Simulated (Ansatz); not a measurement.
Rows from a G0W0 calculation on Selenium (P3_121, 3 atoms a cell) (Ansatz 0.2.0; G0W0 on PBE, plane waves, norm-conserving pseudopotentials; 6×6×4 mesh, 185 empty bands, screening to 100 eV, norm-conserving files), in eV. Spin-orbit coupling is left out.

```tsv
row	k	band	start	Σx	Σc at the solution	Vxc
A	(0.000, -0.500, -0.500)	c1	9.029	-11.732	-3.579	-15.629
B	(0.000, -0.500, -0.500)	c2	10.092	-10.900	-3.854	-15.004
C	(0.333, 0.333, -0.500)	c1	8.405	-11.353	-3.405	-15.079
D	(0.333, 0.333, -0.500)	c2	10.082	-10.775	-4.063	-15.183
E	(0.333, 0.333, -0.500)	v1	7.169	-17.447	1.495	-15.566
F	(0.000, -0.500, -0.500)	v1	7.398	-17.300	1.274	-15.674
```

Give the quasiparticle energies and the shift of each level.

The quasiparticle equation reads E = start + Σx + Σc(E) − Vxc.

```tsv
row	E (eV)	shift (eV)
A	9.348	+0.319
B	10.342	+0.250
C	8.727	+0.321
D	10.427	+0.345
E	6.784	−0.386
F	7.046	−0.352
```

The gap over the computed points goes from 1.01 eV to 1.68 eV.

Limits: not at the basis limit; no spin-orbit coupling.

[Paths, hosts, dates, memory and timing lines, banners, echoed tables and standing remarks are left out of the program output.]

[Logs are printed without paths, hosts, clocks, repeated set-up lines and the standing remarks that a program may print on its own settings, such as how far it seeks lower states.]

[Runs of the session that timed out or met a known fault of the program may be left out.]

[Cells called generated may have been cut or substituted from an entry of the Crystallography Open Database or the Materials Project.]

[Hosts, paths, dates, database ids (printed as entryN), source tags and the programs' standing remarks are cut or masked in the printed files.]
